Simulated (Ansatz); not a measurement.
# Electron–phonon scattering in Pd-Pt stack of (111) layers, part 3 of 3

How good a conductor is Pd-Pt stack of (111) layers when only phonons scatter, and how much computing does the answer need?

Ansatz 0.2.0; DFT PBEsol, scalar-relativistic, plane waves, PAW.

So far, highest frequency, solved or plainly interpolated (cm⁻¹): step 4 (lattice stability: q 2×2×1, k 8×8×1) 235.

## 6. Electron–phonon run: q 6×6×1, k 18×18×1, scattering 24×24×1

The next rung changes the q mesh, which sets the reach of the force constants and couplings; the k mesh of the density and its response; the scattering mesh, which samples the Fermi surface.

input.yaml reads:

```yaml
crystal:
  lattice:
    - [2.6543288293, 0.0, 0.0]
    - [-1.3271644146, 2.2987161962, 0.0]
    - [0.0, 0.0, 28.3264248055]
  atoms:
    - { symbol: Pd, position: [0.0, 0.0, 0.193066858] }
    - { symbol: Pt, position: [0.3333333333, 0.6666666667, 0.2751606042] }
  periodic: [true, true, false]
kpoints:
  mp_grid: { grid: [18, 18, 1] }
hamiltonian:
  xc: pbesol
scf:
  occupations: { method: methfessel_paxton, width: 0.2 }
output:
  eigenvalues: true
phonons:
  method: dfpt
  qmesh: [6, 6, 1]
  temperatures: { t_max: 1000, t_step: 50 }
  qpath:
    path:
      - [0.0, 0.0, 0.0]
      - [0.5, 0.0, 0.0]
      - [0.33333333, 0.33333333, 0.0]
      - [0.0, 0.0, 0.0]
    npoints: 10
  electrical_resistivity:
    mesh: [24, 24, 1]
    temperatures: [20.0, 50.0, 77.0, 100.0, 150.0, 200.0, 300.0, 400.0, 600.0, 800.0]
```

Run with:

```bash
$ ansatz run input.yaml --threads 4 --pin off --max-ram 16384MiB --backend cpu --events-out ev --progress --plain --runs-dir out
```

Numbers of over 12 decimals in the logs are rounded to 6 here.

Log:

```text
[...]
Crystal: 2 atoms, lattice volume = 172.835 Å³
Basis set: ecut = 420 eV, 3461 PW (Γ), exchange–correlation on 36×36×384 points (8 copies of the dense FFT grid, shifted against one another)
Bands: 22, of which v1, the nominal top of the filled ones, is band 18 counted from 1 (17 counted from 0)
Symmetry: 6 space group operations
k-points: 37 of 324 (time reversal used)
[...]
SCF iter   1: F=—  HF=-19289.216202 eV  |F-HF|=—  |Δ(HF+E_count)|=         —  Δρ=3.13e-3  dr2=8.77e-2  ethr=1.77e-3  ⟨swp⟩=12.9  Hψ=6800  notcnv=0
[...]
SCF iter  13: F=-19289.211104 eV  HF=-19289.211104 eV  |F-HF|=2.69e-10  |Δ(HF+E_count)|=  9.46e-10  S|Δr|=    0.00e0  Δρ=7.00e-8  dr2=9.19e-12  ethr=1.00e-12  ⟨swp⟩=17.1  Hψ=7255  notcnv=0
SCF 1 converged in 13 iterations: F = -19289.211104 eV  dr2 = 9.19e-12
[...]
SCF iter   1: F=—  HF=-19289.216202 eV  |F-HF|=—  |Δ(HF+E_count)|=         —  Δρ=3.13e-3  dr2=8.77e-2  ethr=1.77e-3  ⟨swp⟩=12.9  Hψ=6800  notcnv=0
[...]
SCF iter  13: F=-19289.211104 eV  HF=-19289.211104 eV  |F-HF|=1.67e-10  |Δ(HF+E_count)|=  9.46e-10  S|Δr|=    0.00e0  Δρ=6.98e-8  dr2=9.01e-12  ethr=1.00e-12  ⟨swp⟩=4.7  Hψ=2770  notcnv=0
SCF 2 converged in 13 iterations: F = -19289.211104 eV  dr2 = 9.01e-12
[...]
SCF converged after 13 iterations
[...]
Free energy (F): -19289.211104 eV
[...]
Internal energy: -19289.202107 eV  (E = F + TS)
E sigma→0 (E₀):  -19289.208855 eV
Entropy (-TS):   -0.008997 eV (-4.498 meV/atom)
Fermi energy:    -5.546795 eV
[...]
--- Band table (eV; the first three rows and the last of 37) ---
  k-point 0: bands = [... 14 lower, -8.2698, -6.8215, -6.3671, -6.3671, -5.5299, -5.5299, -4.6279, -0.3400]
  k-point 1: bands = [... 14 lower, -8.1962, -7.0261, -6.4013, -6.2620, -5.8714, -5.5348, -4.1149, -0.2534]
  k-point 2: bands = [... 14 lower, -7.9815, -7.3936, -6.6249, -6.4928, -5.7469, -5.5518, -3.2687, 0.0045]
  k-point 36: bands = [... 14 lower, -8.2208, -7.0260, -6.1101, -5.9171, 0.7102, 2.2406, 2.3869, 3.2431]
[...]
ASR residual: 1.239e-4 → 0.000e0 eV/Å²; symmetrization residual: 3.471e-7 eV/Å²
  ASR residual per site (eV/Å²): 1.24e-4 7.68e-5
  Γ frequencies (cm⁻¹): 0.00 0.00 0.00 41.84 41.84 160.96
--- Phonons (arbitrary-q DFPT): 7 irreducible q on the 6×6×1 mesh ---
[...]
interpolated dispersion: 31 rows × 6 modes
[...]
zero-point energy: 0.047309 eV/cell   skipped modes (ω ≤ 0): 3   left out of the sums: 5.56e-4 of the cell's modes: C_V's classical limit lies that fraction below 3 k_B per atom; for a crystal, a wire or a layer, F and S can be off by more, and a phonons.interpolated_qmesh denser along its periods is the remedy for the sampling
--- Electrical resistivity: potentials and phonons of a 6×6×1 supercell ---
  scattering by harmonic phonons alone, with no dipole-dipole term; scattering by other electrons, impurities, surfaces and spin disorder is left out, and so is spin–orbit coupling
  the resistivity is that of a variational response, whose dependence on the energy is improved iteratively
  tensors lie in the sheet's plane, the Hall coefficient along its normal; that, the resistivity and the plasma energy are of the whole cell, vacuum included; the cell is 28.326 Å high
  at the Fermi level of each mesh (of a tensor half of its trace):
           mesh   spin    states/(eV spin)  plasma energy (eV)         λ      λ_tr    ħω_log (meV)
        24×24×1                     5.0912              3.3322    2.3835    2.5635           5.660
        12×12×1                     7.4154              3.4055    4.4519    4.4699           5.912
          6×6×1                     2.1567              2.7304    0.5046    0.7750           7.654
  resistivity on the deck's mesh, µΩ·cm:
     T (K)       trace/2  mesh converged            xx            yy            zz    lowest order   relaxation time
     20.00      1.3344e0              no      1.3344e0      1.3344e0      0.0000e0        3.9496e0          1.3524e0
     50.00      1.0754e1              no      1.0754e1      1.0754e1      0.0000e0        1.7972e1          1.0444e1
     77.00      1.9859e1              no      1.9859e1      1.9859e1      0.0000e0        2.8968e1          1.9048e1
    100.00      2.6663e1              no      2.6663e1      2.6663e1      0.0000e0        3.7164e1          2.5478e1
    150.00      3.9392e1             yes      3.9392e1      3.9392e1      0.0000e0        5.2817e1          3.7561e1
    200.00      5.1286e1             yes      5.1286e1      5.1286e1      0.0000e0        6.6981e1          4.8910e1
    300.00      7.3782e1              no      7.3782e1      7.3782e1      0.0000e0        9.3599e1          7.0540e1
    400.00      9.4828e1              no      9.4828e1      9.4828e1      0.0000e0        1.1943e2          9.1028e1
    600.00      1.3091e2              no      1.3091e2      1.3091e2      0.0000e0        1.6931e2          1.2694e2
    800.00      1.5984e2              no      1.5984e2      1.5984e2      0.0000e0        2.1553e2          1.5662e2
  sheet resistance at 20 K: 4.711 Ω
  mean free path at 20 K (of a tensor half of its trace): 262 nm by what each carries, 144 by the Fermi surface alone
  sheet resistance at 50 K: 37.96 Ω
[...]
Hall coefficient in a weak field at 50 K (along the normal): -9.368e-11 m³/C (as a tensor it moves by 7.4 % between the two finest meshes); by each state's relaxation time: -9.428e-11 m³/C; by a constant relaxation time: 3.307e-10 m³/C
  sheet resistance at 77 K: 70.11 Ω
[...]
sheet resistance at 100 K: 94.13 Ω
[...]
sheet resistance at 150 K: 139.1 Ω
[...]
sheet resistance at 200 K: 181.1 Ω
[...]
sheet resistance at 300 K: 260.5 Ω
[...]
sheet resistance at 400 K: 334.8 Ω
[...]
sheet resistance at 600 K: 462.1 Ω
[...]
sheet resistance at 800 K: 564.3 Ω
[...]
the resistivity times a path that all electrons share, by the Fermi surface of the deck's mesh alone (half of the trace): 1.921e-15 Ω·m²
  not converged in the mesh (λ; λ_tr; the resistivity at 20 K by 23.44 %; the resistivity at 50 K by 17.43 %; the resistivity at 77 K by 10.24 %; the resistivity at 100 K by 5.56 %; the resistivity at 300 K by 3.00 %; the resistivity at 400 K by 3.13 %; the resistivity at 600 K by 3.84 %; the resistivity at 800 K by 4.79 %): between neighbouring meshes, the two finest first, λ moves by 86.78 % and 88.67 %, λ_tr by 74 [...]
  vibrations of 36 cells: unjudged by the run; compare a larger repeat
  the changes of the potential over all sites missed a rigid shift's by 0.38 % (the site terms' by 0.01 %)
  at the force constants' own smearing the fine mesh and the k-points of their solves give squared frequencies that differ by 42.0 % of the larger at the most, at (0, 0.1667, 0)
```

Run time: 13 min. Hardware: 4 threads of Arm Neoverse V1, shared host; peak memory 2.6 GiB; 52 min of CPU time.

This step gave:

* zero point energy: 0.04731 eV/cell
* share of imaginary modes in the plain interpolation between solved wavevectors: 0
* highest frequency, solved or plainly interpolated: 237.7 cm⁻¹
* cell height: 28.33 Å
* sheet resistance 300K: 260.5 Ω/square, mean in the plane
* resistivity at 300 K: 73.78 μΩ cm, mean of the axes, of the whole cell with its vacuum
* coupling constant λ: 2.384
* density of states at the Fermi level: 5.091 states/eV a spin and cell
* log mean phonon energy ħω_log: 5.66 meV
* transport coupling constant λ_tr: 2.564, 2.564, 0 (xx, yy, zz)
* Drude plasma energy: 3.332, 3.332, 0 eV (xx, yy, zz), of the whole cell with its vacuum
* second-moment phonon energy ħω₂: 7.992 meV, from the broadened α²F curve
* coupling λ by branch: 0.863, 0.15, 0.16, 0.61, 0.58, 0.0213 (branches by rank of frequency)

Solved on the 6×6×1 mesh alone; all other wavevectors are interpolated. The phonon branches at the labelled points (cm⁻¹):

```tsv
point	branch 1	branch 2	branch 3	branch 4	branch 5	branch 6
Γ	0	0	0	42	42	161
halfway	26	89	108	118	158	179
M	56	114	123	149	201	238
halfway	59	108	141	161	186	227
K	70	97	152	156	194	200
halfway	29	109	111	124	169	192
Γ	0	0	0	42	42	161
```

The phonon branches as a text plot (rows in cm⁻¹):

```
    233 |                 *********
    223 |               **         **
    213 |             **             ***   *********
    203 |           **    ******        ***
    193 |               **      ***     ***         **
    183 |         **  **           ** **   *********
    173 |           **               *              *****
    163 |*****  **                 ** ***  ****          **  ****
    154 |     **  **        *******     ***    ***    ***  **
    144 |               ****       *****   ****
    134 |       **    **        ***            *****
    124 |           **    ******                  *********
    114 |     *********************               ****
    104 |         ****             *****   *******       **
     94 |     ****                      ***           ***  **
     84 |   **    **                                  *******
     74 |   ******                      ***
     64 |   **                      ****   **            *******
     54 | **  **          **********         **              ***
     45 |***            **                     ***         ******
     35 | ****      ****                          **
     25 |       ****                                *****    ***
     15 | **  **                                         ****
      5 |*****                                               ****
         Γ                   M           K                      Γ
```

The Eliashberg function α²F has structure finer than the step of the table below, so its rows give means over 1 meV, whole bins alone (the curve runs from 0.115 to 29.3 meV). Peaks (meV: height): α²F 6.1: 2.97, 14.1: 0.910; α²F tr 4.7: 1.32, 5.9: 1.93, 14.1: 2.44, 14.8: 2.10, 23.1: 0.371.

The Eliashberg function α²F by phonon energy; means over each step:

```tsv
phonon energy (meV)	α²F	α²F tr
1	0.0641	0.00159
2	0.158	0.0167
3	0.0615	0.0496
4	0.0782	0.406
5	0.216	1.15
6	2.13	1.69
7	1.86	1.58
8	1.03	0.489
9	0.382	0.0878
10	0.168	0.0396
11	0.135	0.0456
12	0.121	0.0676
13	0.219	0.303
14	0.650	1.65
15	0.268	1.14
16	0.121	0.415
17	0.0987	0.264
18	0.0806	0.278
19	0.0699	0.173
20	0.163	0.152
21	0.0341	0.129
22	0.0188	0.0971
23	0.0547	0.262
24	0.0361	0.210
25	0.0119	0.0596
26	0.0194	0.0546
27	0.0400	0.0944
28	0.0267	0.0698
```

Of the whole cell with its vacuum, so only the sheet resistance is a property of the layer; the means are those of the plane. Resistivity, by row:

```tsv
T (K)	ρ_xx (μΩ cm)	ρ_yy	ρ_zz	ρ by Ziman's lowest order, mean	ρ by relaxation times, mean	within 2 % of the coarser mesh
20	1.334	1.334	-	3.95	1.352	no
50	10.75	10.75	-	17.97	10.44	no
77	19.86	19.86	-	28.97	19.05	no
100	26.66	26.66	-	37.16	25.48	no
150	39.39	39.39	-	52.82	37.56	yes
200	51.29	51.29	-	66.98	48.91	yes
300	73.78	73.78	-	93.6	70.54	no
400	94.83	94.83	-	119.4	91.03	no
600	130.9	130.9	-	169.3	126.9	no
800	159.8	159.8	-	215.5	156.6	no
```

The cell's resistivity over its height. The sheet resistance, along x by temperature:

```tsv
temperature (K)	sheet resistance, along x (Ω/square)
20	4.71
50	38.0
77	70.1
100	94.1
150	139
200	181
300	260
400	335
600	462
800	564
```

Some points of the scattering mesh along the symmetry lines, up to three branches each (those of largest λ), at most 39 rows; the frequencies are those of the scattering step, which can differ from the solved and plainly interpolated ones; single rows converge slowly. Mode couplings:

```tsv
q1	q2	q3	branch	ħω (meV)	λ_q	half width (meV)
0.125	0	0	1	1.98	2.6	0.163
0.125	0	0	3	8.82	0.771	0.959
0.125	0	0	5	12.54	0.631	1.59
0.2083	0	0	1	3.37	0.411	0.0745
0.2083	0	0	4	14.37	0.0347	0.115
0.2083	0	0	5	17.59	0.0382	0.189
0.3333	0	0	1	5.41	0.503	0.235
0.3333	0	0	3	14.76	0.142	0.495
0.3333	0	0	4	16.43	0.0333	0.144
0.4583	0	0	1	6.52	0.701	0.476
0.4583	0	0	2	14.38	0.1	0.332
0.4583	0	0	4	18.63	0.0148	0.0822
0.4583	0.0833	0	1	7.09	1.33	1.07
0.4583	0.0833	0	2	14.21	0.451	1.46
0.4583	0.0833	0	4	19.2	0.0542	0.32
0.3333	0.3333	0	1	9.89	0.0446	0.0698
0.3333	0.3333	0	2	12.47	0.0967	0.241
0.3333	0.3333	0	4	19.37	0.0317	0.19
0.2083	0.2083	0	1	5.73	0.212	0.112
0.2083	0.2083	0	2	14.24	0.149	0.483
0.2083	0.2083	0	4	17.15	0.0552	0.259
0.125	0.125	0	1	3.52	0.11	0.0219
0.125	0.125	0	3	12.13	0.0518	0.122
0.125	0.125	0	4	14.49	0.0449	0.151
```

Largest shares of lambda; single rows converge slowly. Strongest modes:

```tsv
q1	q2	q3	star	branch	ħω (meV)	λ_q	half width (meV)
0	0.04167	0	6	4	6.123	25.95	15.56
0	0.04167	0	6	5	6.905	24.92	19
0.04167	0.08333	0	12	1	1.732	5.922	0.2842
0.04167	0.04167	0	6	4	7.04	7.585	6.013
0	0.04167	0	6	1	0.5117	6.723	0.02816
0.125	0.4167	0	12	1	7.409	2.808	2.466
```

300 K. Cumulative share of the conductivity, along x against mean free path:

```tsv
mean free path (nm)	cumulative share of the conductivity, along x
0.316	0.00218
0.355	0.00232
0.398	0.00235
0.447	0.00253
0.501	0.00266
0.631	0.00367
0.708	0.00512
0.794	0.00772
0.891	0.0134
1	0.0256
1.12	0.0364
1.26	0.0526
1.41	0.0707
1.58	0.0956
1.78	0.129
2.24	0.241
2.51	0.312
2.82	0.395
3.16	0.492
3.55	0.562
3.98	0.612
4.47	0.684
5.01	0.757
5.62	0.827
6.31	0.888
7.94	0.949
8.91	0.979
10	0.993
11.2	0.996
12.6	0.998
```

Resistivity by mesh:

```tsv
mesh	T (K)	mean rho (μΩ cm)
24x24x1	20	1.334
24x24x1	300	73.78
24x24x1	800	159.8
12x12x1	20	1.022
12x12x1	300	75.99
12x12x1	800	167.5
6x6x1	20	1.843
6x6x1	300	110.3
6x6x1	800	219.1
```

No LO-TO term; unit eigenvectors of the mass-weighted matrix. The modes at Γ (shares of kinetic energy by element, %):

```tsv
mode	frequency (cm⁻¹)	symmetry	Pd %	Pt %
1	0.0	unnamed	35	65
2	0.0	unnamed	35	65
3	0.0	unnamed	35	65
4	41.8	E	65	35
5	41.8	E	65	35
6	161.0	A1	65	35
```

Displacements in mode 4 (41.8 cm⁻¹), the largest set to 1:
```
Pd1  1.00  0.58  0.00
Pt2 -0.55 -0.32  0.00
```

Displacements in mode 6 (161.0 cm⁻¹), the largest set to 1:
```
Pd1  0.00  0.00  1.00
Pt2  0.00  0.00 -0.55
```

The run reports squared frequencies that differ by up to 42 % between the solve mesh and the fine mesh. Some states were left unconverged by the eigensolver. By its own test the run is not converged in the mesh. λ = 2.38 and 260 Ω per square at 300 K. By the run's own test λ moves by 87 % between its two finest scattering meshes.

## 7. Summary of results

- run: PBEsol, q 6×6×1, k 18×18×1, scattering 24×24×1
- coupling constant λ: 2.38
- log mean phonon energy ħω_log: 5.66 meV
- states at the Fermi level: 5.09 states/eV/spin/cell
- sheet resistance at 300 K: 260 Ω per square
- change between its two finest scattering meshes: λ 87 %, resistivity at 300 K 3 %
- time of that run: 13 min

What this shows: On the last rung that gave a resistivity at the base settings (q 6×6×1, k 18×18×1, scattering 24×24×1), Pd-Pt stack of (111) layers has λ = 2.4 and a phonon-limited sheet resistance of 260 Ω per square at 300 K. Twice the integral of α²F/ω over this curve gives λ = 2.4, half of it from below 6.55 meV. The coupling is very strong (λ = 2.4), so phonons raise the electrons' mass at the Fermi surface by about 238 %, if this value holds on finer meshes. By the run's own test λ moves by 87 % between the two scattering meshes. Values of ρ(T) under 50 K rest on the softest modes, mostly interpolated ones, and are the least sure of the table. The high-temperature form ρ = 2π k_B T λ_tr/(ħ ε₀ ω_p²) gives 279 μΩ cm along x at 300 K, against 73.8 from the Boltzmann equation; with λ this far from converged in the mesh, the gap between them says little. The three lowest branches give 49 % of λ. By the run's own test, which takes the component that moves most, the resistivity at 300 K moves by 3 % between its two finest scattering meshes; this does not test the q and k meshes. In the run quoted no mode is imaginary at the wavevectors of the 6×6×1 mesh; another run of the session found or stopped at an imaginary mode. A coarser run stopped at an imaginary mode, so the soft modes hang on the meshes. Only scattering by harmonic phonons counts; impurities, grain boundaries and thermal expansion are left out. The resistivity belongs to the whole cell, vacuum included; the sheet resistance is the quantity that does not depend on the vacuum. Spin–orbit coupling, left out here, matters for Pt. The c of the given cell is the typed one; the program laid its own vacuum and ran the layer in a cell 28.3 Å high. The structure was built by hand as an ordered model, and its stability against other phases was not tested.

[Logs are printed without paths, hosts, clocks, repeated set-up lines and the standing remarks that a program may print on its own settings, such as how far it seeks lower states.]

[Hosts, paths, dates, database ids (printed as entryN), source tags and the programs' standing remarks are cut or masked in the printed files.]
